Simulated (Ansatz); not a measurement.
# Dielectric function and optical constants of MgH2S2 (model structure)

Wanted: where MgH2S2 (model structure) starts to absorb, how strongly, and its refractive index. The cell was made here by substitution or stacking, whether or not such a phase is known. It was built so: All Mn replaced by Mg and O replaced by S in the P-3m1 structure of MnH2O2. The cell given below was relaxed beforehand with Ansatz.

Main program and level: Ansatz 0.2.0; DFT, PBE, plane-wave PAW, default files, scalar-relativistic, independent-particle optical response without local fields.

### Step 1. Starting point

Symmetry: P-3m1, No. 164, trigonal system. The conventional cell has a = 4.003 Å, b = 4.003 Å, c = 6.238 Å, α = 90.00°, β = 90.00°, γ = 120.00°. Nearest to S lie 1 H at 1.35 Å and 3 Mg at 2.62 Å. Nearest to Mg lie 6 S at 2.62 Å. H has 1 S at 1.35 Å nearest. All Mn replaced by Mg and O replaced by S in the P-3m1 structure of MnH2O2. Farther neighbours and most contacts between anions are not listed.

### Step 2. Ground state and bands

The self-consistent density comes first; it also tells whether there is a gap, which decides the occupations and the need for a Drude term.

This step: DFT, PBE, plane-wave PAW, default files, scalar-relativistic, ground state (Ansatz 0.2.0).

input.yaml reads:

```yaml
crystal:
  lattice:
    - [4.0031735463, 0.0, 0.0]
    - [-2.0015867732, 3.4668499869, 0.0]
    - [0.0, 0.0, 6.2381635894]
  atoms:
    - { symbol: S, position: [0.6666666667, 0.3333333333, 0.8018513762] }
    - { symbol: S, position: [0.3333333333, 0.6666666667, 0.1981486238] }
    - { symbol: Mg, position: [0.0, 0.0, 0.0] }
    - { symbol: H, position: [0.6666666667, 0.3333333333, 0.5850253777] }
    - { symbol: H, position: [0.3333333333, 0.6666666667, 0.4149746223] }
kpoints:
  mp_grid: { grid: [7, 7, 4] }
  band_path:
    path:
      - [[0.0, 0.0, 0.0], [0.5, 0.0, 0.0], [0.33333333, 0.33333333, 0.0], [0.0, 0.0, 0.0], [0.0, 0.0, 0.5], [0.5, 0.0, 0.5], [0.33333333, 0.33333333, 0.5], [0.0, 0.0, 0.5]]
      - [[0.5, 0.0, 0.5], [0.5, 0.0, 0.0]]
      - [[0.33333333, 0.33333333, 0.0], [0.33333333, 0.33333333, 0.5]]
    npoints: 7
scf:
  occupations: { method: fermi_dirac, width: 0.05 }
  n_extra_bands: 9
hamiltonian:
  xc: pbe
  pseudopotentials: { kind: paw }
output:
  forces: true
  stress: true
  populations: true
  write_bands: true
```

The run is started by

```console
ansatz run input.yaml --threads 2 --pin off --max-ram 5120MiB --backend cpu --events-out ev --progress --plain --runs-dir out
```

Numbers of over 12 decimals in the logs are rounded to 6 here.

The log of the run:

```text
scf.n_extra_bands = 9 over 12 filled bands (N_el = 24.0): the run solves 21 bands
Engine: ansatz 0.2.0, aarch64-unknown-linux-gnu
Pseudopotentials: kind: paw
Pseudopotential: S, paw, valence charge 6, recommended cutoff 420 eV (normal), S.paw.azcp
Pseudopotential: Mg, paw, valence charge 10, recommended cutoff 420 eV (normal), Mg.paw.azcp
Pseudopotential: H, paw, valence charge 1, recommended cutoff 420 eV (normal), H.paw.azcp
Functional definition: PBE
  parameter kappa = 0.804
  parameter beta = 0.066725
  exchange = pbe_x(kappa = kappa, mu = beta*pi^2/3)
  correlation = pbe_c(beta = beta)
Crystal: 5 atoms, lattice volume = 86.576 Å³
Basis set: ecut = 420 eV, 1701 PW (Γ), exchange–correlation on 54×54×90 points (8 copies of the dense FFT grid, shifted against one another)
Bands: 21, of which v1, the nominal top of the filled ones, is band 12 counted from 1 (11 counted from 0)
Symmetry: 12 space group operations
Space group: P-3m1 (ITA 164), of the structure as read, at distance tolerance 4.4e-5 Å
k-points: 28 of 196
Non-local potential: S, projectors of the file, l = 0: 2, l = 1: 2, l = 2: 2
Non-local potential: Mg, projectors of the file, l = 0: 3, l = 1: 2, l = 2: 1
Non-local potential: H, projectors of the file, l = 0: 2, l = 1: 1
PAW form: soft (Blöchl's): semilocal exchange-correlation on the pseudo side does not see the compensation charge
PAW one-centre angular grid: S, 110 points (default); XC on 64 Gauss nodes
PAW one-centre angular grid: Mg, 110 points (default); XC on 64 Gauss nodes
PAW one-centre angular grid: H, 110 points (default); XC on 64 Gauss nodes
Initial density: superposition of atomic densities (neutral atoms: chi_scale 0, normalization atom), corrected by the library's trained network
Initial wavefunctions: pseudopotential atomic-orbital guess
Functional: x = pbe(κ = 0.804, μ = 0.219515), c = pbe(β = 0.066725)
SCF iter   1: F=—  HF=-3762.823631 eV  |F-HF|=—  |Δ(HF+E_count)|=         —  Δρ=1.67e-3  dr2=2.50e-3  ethr=1.77e-3  ⟨swp⟩=6.2  Hψ=3209  notcnv=0  defer=13
preconditioner: auto → Resta (q_TF=auto, 2.203 Å⁻¹)  ε∞=2.6  [insulator: Δε(μ)=3.485 eV  Ē_g=12.472 eV  σ=0.050 eV  W_gap=1.00  n_scr=22 (ndim 8)  ℏωp=16.0 eV  f_vac=0.060  D(μ)=0.00/eV (n_scr^D=0)  ε∞_Penn≈2.6]
SCF iter   2: F=—  HF=-3762.822477 eV  |F-HF|=—  |Δ(HF+E_count)|=   1.15e-3  Δρ=8.73e-4  dr2=5.20e-4  ethr=1.04e-5  ⟨swp⟩=2.4  Hψ=1016  notcnv=0  defer=38
SCF iter   3: F=—  HF=-3762.822875 eV  |F-HF|=—  |Δ(HF+E_count)|=   3.98e-4  Δρ=1.95e-4  dr2=3.22e-5  ethr=2.17e-6  ⟨swp⟩=2.0  Hψ=668  notcnv=0  defer=38
SCF iter   4: F=—  HF=-3762.822920 eV  |F-HF|=—  |Δ(HF+E_count)|=   4.54e-5  Δρ=5.07e-5  dr2=2.94e-6  ethr=1.34e-7  ⟨swp⟩=2.9  Hψ=899  notcnv=0  defer=38
SCF iter   5: F=—  HF=-3762.822922 eV  |F-HF|=—  |Δ(HF+E_count)|=   1.78e-6  Δρ=1.60e-5  dr2=2.13e-7  ethr=1.23e-8  ⟨swp⟩=2.0  Hψ=779  notcnv=0  defer=38
SCF iter   6: F=-3762.822922 eV  HF=-3762.822922 eV  |F-HF|=8.12e-9  |Δ(HF+E_count)|=   3.91e-7  Δρ=3.97e-6  dr2=1.88e-8  ethr=4.17e-10  ⟨swp⟩=9.3  Hψ=2701  notcnv=0
SCF 1 converged in 6 iterations: F = -3762.822922 eV  dr2 = 1.88e-8
  greatest PAW one-centre occupation: 1.000 electrons in one spin orbital (limit 2), on the Mg atom at site 2 (counted from 0), in its partial waves of l = 0
NSCF: frozen V_eff on 66 k-points
SCF converged after 6 iterations
Free energy (F): -3762.822922 eV
Harris-Foulkes:  -3762.822922 eV  (|F-HF|=8.12e-9)
Internal energy: -3762.822922 eV  (E = F + TS)
E sigma→0 (E₀):  -3762.822922 eV
Fermi energy:    3.886060 eV
--- Per-component energies (eV) ---
  E_band       = -423.218819
  E_kinetic    = 317.264631
  E_local      = -2390.824342  (includes V_loc(G=0)·N_el)
  E_nonlocal   = 155.088779
  E_hartree    = 885.489601
  E_xc         = -241.390057
  E_vxc        = -235.622988  (∫ρ·V_xc dr)
  E_paw        = -1494.585471  (= ΣΔE_a)
  E_vpaw       = -40.103389  (= ΣTr[D̂ρ^β])
  E_aug_tail   = -0.002330  (compensation charges beyond the density's cutoff)
  E_ewald      = -993.863733
  E_smearing   = -0.000000  (= −TS)
  E_closure    = 0.000000  (closes the sum)
  Σ components = -3762.822922   (vs F -3762.822922, Δ=0.00e0)
--- Forces (eV/Å), atoms counted from 1 ---
  atom   1  S      0.00000000     0.00000000     0.00220667
  atom   2  S     -0.00000000    -0.00000000    -0.00220667
  atom   3  Mg    -0.00000000     0.00000000     0.00000000
  atom   4  H      0.00000000    -0.00000000    -0.00065147
  atom   5  H     -0.00000000     0.00000000     0.00065147
  max |Σ_I F_I| component: 4.63e-18 eV/Å
--- Stress (GPa, compression-positive) ---
       -0.003041       0.000000      -0.000000
        0.000000      -0.003041      -0.000000
       -0.000000      -0.000000       0.002929
  P = ⅓ Tr σ = -0.0011 GPa (-0.011 kbar)
--- Band table (eV; the first three rows and the last of 28) ---
  k-point 0: bands = [... 8 lower, 1.3887, 1.3887, 2.0341, 2.0341, 5.5613, 6.0213, 8.0361, 9.7779, ... 5 higher]
  k-point 1: bands = [... 8 lower, 1.4153, 1.4153, 2.0056, 2.0056, 6.0435, 6.3672, 7.7522, 9.6232, ... 5 higher]
  k-point 2: bands = [... 8 lower, 1.4449, 1.4449, 1.9742, 1.9742, 6.4853, 7.1171, 7.8469, 8.0002, ... 5 higher]
  k-point 27: bands = [... 8 lower, -0.7971, 0.5098, 0.9629, 0.9662, 7.0846, 7.1030, 8.5812, 9.6365, ... 5 higher]
--- Löwdin populations: 5 sites ---
  site symbol       q [e]
     0      S      6.7291
     1      S      6.7291
     2     Mg      8.5594
     3      H      0.8603
     4      H      0.8603
  spilling = 0.010908 (of n_electrons = 24.000000)
```

The job ended after 3.1 s (2 threads of Arm Neoverse V1, shared host; peak memory 0.35 GiB; 5.5 s of CPU time).

Reading the cycles: dr2 is the Hartree energy of the density residual (eV), the measure of convergence; HF is the Harris–Foulkes estimate of the energy, which meets the free energy F at convergence.

Read-outs, printed or worked out from the files:

```
free energy                  : -3762.8229 eV
Fermi energy                 : 3.886 eV
gap by band count            : 3.501 eV
electrons                    : 24
symmetry operations          : 12
pressure                     : -0.001051 GPa
gap on the k-mesh            : 3.501 eV
volume                       : 86.58 Å³
gap on the path              : 3.501 eV
least direct gap on the path : 3.527 eV
```

There is a gap, 3.50 eV on the path, so no carriers' term is needed. The cell is left with a pressure of 0.0 GPa after its relaxation.

Electronic bands along the path, in eV, zero at the Fermi level; v1 is the highest filled band, c1 the lowest empty one:

```tsv
point	v4	v3	v2	v1	c1	c2	c3	c4
Γ	-2.50	-2.50	-1.85	-1.85	1.68	2.13	4.15	5.89
0.43 of the way	-3.58	-2.88	-2.79	-1.83	2.69	3.02	4.27	5.38
M	-4.61	-3.71	-3.30	-1.94	2.42	3.44	4.27	5.63
0.57 of the way	-4.78	-3.57	-3.53	-2.50	3.34	3.86	4.01	5.45
K	-4.94	-3.50	-3.50	-2.92	3.67	4.08	4.08	5.43
0.43 of the way	-4.14	-3.75	-2.79	-2.25	3.23	3.74	4.27	4.80
Γ	-2.50	-2.50	-1.85	-1.85	1.68	2.13	4.15	5.89
0.43 of the way	-2.48	-2.48	-1.87	-1.87	2.06	2.37	3.94	5.77
A	-2.44	-2.44	-1.91	-1.91	2.60	3.23	3.96	4.11
0.43 of the way	-3.36	-2.80	-2.66	-1.95	3.40	3.47	3.67	4.20
L	-4.17	-3.48	-3.20	-2.11	2.90	3.06	3.22	4.82
0.57 of the way	-4.55	-3.38	-3.18	-2.58	3.15	3.18	4.12	5.54
H	-4.81	-3.21	-3.05	-3.05	3.22	3.22	4.82	5.75
0.43 of the way	-3.91	-3.48	-2.59	-2.41	3.25	3.28	4.33	4.77
A	-2.44	-2.44	-1.91	-1.91	2.60	3.23	3.96	4.11
jump to L	-4.17	-3.48	-3.20	-2.11	2.90	3.06	3.22	4.82
0.57 of the way	-4.46	-3.59	-3.27	-2.01	2.47	3.06	4.62	5.36
M	-4.61	-3.71	-3.30	-1.94	2.42	3.44	4.27	5.63
jump to K	-4.94	-3.50	-3.50	-2.92	3.67	4.08	4.08	5.43
0.57 of the way	-4.86	-3.23	-3.23	-3.10	3.54	3.54	4.29	5.54
H	-4.81	-3.21	-3.05	-3.05	3.22	3.22	4.82	5.75
```

### Step 3. Spectrum

With the density converged, the vertical transitions are summed over the zone.

This step: DFT, PBE, plane-wave PAW, default files, scalar-relativistic, independent-particle optical response without local fields (Ansatz 0.2.0).

input.yaml, the sections that differ from step 2:

```yaml
kpoints:
  mp_grid: { grid: [7, 7, 4] }
scf:
  occupations: { method: fixed }
output:
  optics:
    e_range: [0, 20]
    de: 0.05
    sigma: 0.15
    nscf_kmesh: { grid: [7, 7, 4] }
    bands: auto
# crystal, hamiltonian: as in step 2
```

The log of the run:

```text
[...]
Crystal: 5 atoms, lattice volume = 86.576 Å³
Basis set: ecut = 420 eV, 1701 PW (Γ)
Bands: 17, of which v1, the nominal top of the filled ones, is band 12 counted from 1 (11 counted from 0)
Symmetry: 12 space group operations
[...]
k-points: 28 of 196
[...]
SCF iter   1: F=—  HF=-3762.823783 eV  |F-HF|=—  |Δ(HF+E_count)|=         —  Δρ=1.68e-3  dr2=2.51e-3  ethr=1.77e-3  ⟨swp⟩=4.7  Hψ=2270  notcnv=0  defer=79
[...]
SCF iter   9: F=-3762.823007 eV  HF=-3762.823007 eV  |F-HF|=1.00e-11  |Δ(HF+E_count)|=  8.41e-11  Δρ=6.04e-8  dr2=5.15e-12  ethr=1.00e-12  ⟨swp⟩=8.2  Hψ=2170  notcnv=0
SCF 1 converged in 9 iterations: F = -3762.823007 eV  dr2 = 5.15e-12
[...]
NSCF: frozen V_eff on 28 k-points
[...]
output.optics: what the bands over the 62 summed would add to eps1, eps2 and the energy-loss function is held between a lower and an upper bound (6 Lanczos steps). eps1, eps2 and their loss function (loss_summed_bands) are given on every row as the summed bands alone make them. Along an axis, on a row where the two bounds hold the loss function to about 1 % of the greater of itself and 0.5 % of |1/eps|, its cell (loss_completed) is given, with the completed eps1 and eps2 that it is formed of (a cell that is left empty reads nan in the table and null in the record). The two bounds hold it so along every axis on all 401 rows up to 20.000 eV. [rest of the remark cut]
SCF converged after 9 iterations
Free energy (F): -3762.823007 eV
[...]
Internal energy: -3762.823007 eV  (E = F + TS)
E sigma→0 (E₀):  -3762.823007 eV
Fermi energy:    2.060231 eV
[...]
--- Band table (eV; the first three rows and the last of 28) ---
  k-point 0: bands = [... 8 lower, 1.3887, 1.3887, 2.0341, 2.0341, 5.5614, 6.0213, 8.0362, 9.7779, ... 1 higher]
  k-point 1: bands = [... 8 lower, 1.4153, 1.4153, 2.0056, 2.0056, 6.0436, 6.3672, 7.7522, 9.6232, ... 1 higher]
  k-point 2: bands = [... 8 lower, 1.4449, 1.4449, 1.9742, 1.9742, 6.4852, 7.1171, 7.8471, 8.0003, ... 1 higher]
  k-point 27: bands = [... 8 lower, -0.7971, 0.5098, 0.9629, 0.9662, 7.0847, 7.1031, 8.5812, 9.6366, ... 1 higher]
```

It took 80 s on 2 threads; peak memory 0.73 GiB.

This step gave:

| Quantity | Value |
| --- | --- |
| electronic dielectric constant ε∞, mean over x, y and z (by symmetry where fewer were run) | 4.003 |
| absorption onset, first axis (α over 10⁴ cm⁻¹, or the direct gap if that lies higher) | 3.527 eV |
| main peak of Im epsilon, first axis | 5.889 eV |
| photocurrent from vertical transitions in a film 500 nm thick on a perfect mirror (two passes), AM1.5G, no front reflection, all carriers collected | 0.3749 mA/cm² |
| least direct gap on the mesh | 3.527 eV |
| bands summed | 62 |
| spectra valid up to | 34.28 eV |
| program's estimate of the k-sum error in Im epsilon | 0.04 % |
| electrons in the f-sum | 15.50 |

The Im ε by photon energy; read off at these points:

```tsv
photon energy (eV)	E ∥ x or y	E ∥ z
3.00	0	0
3.50	0.144	9.9e-5
4.00	0.783	0.0104
4.50	1.46	0.0667
5.00	3.24	0.304
5.20	4.10	0.589
5.50	3.23	1.59
5.90	8.90	5.52
6.00	8.06	6.56
6.50	5.73	9.17
6.65	5.16	10.5
7.00	5.34	7.80
7.50	4.23	4.77
7.80	5.03	4.65
8.00	4.57	5.38
8.50	4.13	7.38
9.00	4.23	7.92
9.15	3.64	8.05
9.50	3.36	7.51
10.00	2.82	5.56
10.50	2.45	4.87
11.00	1.94	1.52
11.50	1.96	1.34
12.00	1.96	1.38
12.50	1.95	0.681
13.00	1.61	0.651
13.50	1.36	0.671
14.00	0.960	0.541
14.50	0.724	0.383
15.00	0.803	0.377
15.50	0.672	0.329
16.00	0.573	0.335
16.50	0.498	0.223
17.00	0.404	0.233
17.50	0.378	0.228
18.00	0.254	0.111
18.50	0.274	0.0952
19.00	0.279	0.0969
19.50	0.248	0.0814
20.00	0.227	0.0892
```

The Re ε by photon energy:

```tsv
photon energy (eV)	E ∥ x or y	E ∥ z
0.0	3.97	4.06
0.5	3.99	4.07
1.0	4.04	4.11
1.5	4.13	4.18
2.0	4.27	4.29
2.5	4.49	4.44
3.0	4.83	4.65
3.5	5.57	4.94
4.0	5.91	5.38
4.5	6.88	6.06
5.0	7.06	7.23
5.5	6.64	9.34
6.0	3.44	9.70
6.5	1.64	6.92
7.0	1.70	0.911
7.5	1.65	1.97
8.0	0.697	3.63
8.5	0.425	1.84
9.0	-0.397	1.11
9.5	-0.383	-2.05
10.0	-0.443	-2.29
10.5	-0.728	-3.76
11.0	-0.403	-3.59
11.5	-0.232	-2.00
12.0	-0.101	-1.78
12.5	-0.557	-1.73
13.0	-0.549	-1.02
13.5	-0.679	-0.886
14.0	-0.608	-0.819
14.5	-0.400	-0.607
15.0	-0.240	-0.419
15.5	-0.193	-0.276
16.0	-0.187	-0.253
16.5	-0.0901	-0.154
17.0	-0.0184	-0.0475
17.5	0.0107	-0.0785
18.0	0.111	0.0391
18.5	0.245	0.134
19.0	0.214	0.206
19.5	0.258	0.261
20.0	0.291	0.313
```

Table of loss function −Im 1/ε at q → 0 by energy loss; read off at these points:

```tsv
energy loss (eV)	E ∥ x or y	E ∥ z
3.00	0	0
3.50	0.00463	0
4.00	0.0220	3.6e-4
4.50	0.0295	0.00182
5.00	0.0537	0.00582
5.50	0.0593	0.0177
6.00	0.105	0.0479
6.50	0.161	0.0695
7.00	0.170	0.127
7.50	0.205	0.179
8.00	0.214	0.128
8.50	0.239	0.128
9.00	0.234	0.124
9.50	0.294	0.124
10.00	0.346	0.154
10.50	0.375	0.129
11.00	0.495	0.100
11.50	0.502	0.232
12.00	0.508	0.273
12.50	0.474	0.196
13.00	0.556	0.443
13.50	0.589	0.544
14.00	0.744	0.561
14.50	1.06	0.743
15.00	1.14	1.19
15.50	1.37	1.78
16.00	1.58	1.90
16.50	1.95	3.04
17.00	2.47	4.12
17.50	2.64	3.92
17.90	3.46	8.18
18.00	3.30	8.00
18.50	2.03	3.51
19.00	2.26	1.87
19.50	1.94	1.09
20.00	1.66	0.844
```

The reflectivity at normal incidence has structure finer than the step of the table below, so its rows give means over 0.5 eV, whole bins alone (the curve runs from 0 to 20 eV). Peaks (eV: height): E ∥ x or y 5.90: 34.0, 9.05: 31.1, 13.85: 35.8, 15.20: 27.9; E ∥ z 6.75: 37.8, 11.00: 72.3, 12.55: 70.5, 16.35: 46.8, 17.65: 41.0.

Table of reflectivity at normal incidence by photon energy; means over each step:

```tsv
photon energy (eV)	E ∥ x or y (%)	E ∥ z (%)
0.5	11.1	11.4
1.0	11.3	11.5
1.5	11.6	11.8
2.0	12.1	12.2
2.5	12.9	12.7
3.0	14.1	13.4
3.5	16.3	14.4
4.0	17.8	15.8
4.5	20.6	17.9
5.0	23.2	21.1
5.5	24.5	26.3
6.0	32.0	31.7
6.5	27.9	34.9
7.0	26.0	34.8
7.5	23.6	24.4
8.0	26.3	25.2
8.5	25.9	32.0
9.0	29.5	35.5
9.5	28.3	43.7
10.0	27.9	45.1
10.5	29.3	54.8
11.0	25.3	70.0
11.5	22.7	59.0
12.0	21.8	55.0
12.5	27.2	67.1
13.0	28.4	57.6
13.5	32.4	51.9
14.0	35.1	54.9
14.5	31.9	56.4
15.0	26.1	49.9
15.5	26.1	43.9
16.0	26.7	42.4
16.5	24.8	43.7
17.0	23.0	33.1
17.5	21.9	35.8
18.0	18.4	33.0
18.5	11.1	20.3
19.0	11.4	13.9
19.5	9.88	10.5
```

Refractive index n and extinction k against photon energy:

```tsv
photon energy (eV)	n, E ∥ x or y	k, E ∥ x or y	n, E ∥ z	k, E ∥ z
0	1.99	0	2.01	0
1	2.01	0	2.03	0
2	2.07	0	2.07	0
3	2.20	0	2.16	0
4	2.44	0.161	2.32	0.00225
5	2.72	0.595	2.69	0.0566
6	2.47	1.63	3.27	1.00
7	1.91	1.40	2.09	1.86
8	1.63	1.40	2.25	1.20
9	1.39	1.52	2.13	1.86
10	1.10	1.28	1.36	2.04
11	0.887	1.09	0.393	1.93
12	0.966	1.02	0.487	1.42
13	0.759	1.06	0.308	1.06
14	0.514	0.934	0.285	0.949
15	0.547	0.734	0.269	0.701
16	0.456	0.628	0.289	0.580
17	0.439	0.460	0.308	0.378
18	0.441	0.288	0.280	0.199
19	0.532	0.262	0.466	0.104
20	0.575	0.197	0.565	0.0790
```

From ε follow the optical constants at some laser and lamp lines:

```tsv
wavelength (nm)	n xy	k xy	R (%) xy	1/α xy	n z	k z	R (%) z	1/α z
1550	2.00	0.000	11.2	over 1 mm	2.02	0.000	11.5	over 1 mm
1064	2.02	0.000	11.4	over 1 mm	2.03	0.000	11.6	over 1 mm
800	2.04	0.000	11.6	over 1 mm	2.05	0.000	11.8	over 1 mm
633	2.06	0.000	12.1	over 1 mm	2.07	0.000	12.1	over 1 mm
532	2.10	0.000	12.6	over 1 mm	2.09	0.000	12.5	over 1 mm
308	2.44	0.163	17.7	150 nm	2.33	0.003	15.9	9.7 µm
248	2.72	0.594	23.4	33 nm	2.69	0.056	21.0	349 nm
```

Rows near the edge hang on the gap, which this functional as a rule makes too small, and phonon-assisted absorption is left out.

Through 1 µm of it, D65 light comes out colourless (x = 0.315, y = 0.331; 78 % transmitted).

At 1064 nm the birefringence n(z) − n(x) is +0.016: the crystal is uniaxial positive at this level.

The first strong peak, at 5.21 eV, fits the highest filled and the second-lowest empty band, which run nearly parallel at that distance over 80 % of L–M; the match rests on energies alone.

The f-sum over the summed bands holds 15.5 of the cell's 24 electrons outside the frozen cores, 12 of which lie in bands more than 12 eV below the Fermi level, whose transitions come at higher energies. Up to 20 eV the strength has a mean oscillator energy of 8.3 eV, well above the main peak, so higher transitions carry much of it.

(Part 1 of 2 ends here.)

[Logs are printed without paths, hosts, clocks, repeated set-up lines and the standing remarks that a program may print on its own settings, such as how far it seeks lower states.]

[Hosts, paths, dates, database ids (printed as entryN), source tags and the programs' standing remarks are cut or masked in the printed files.]
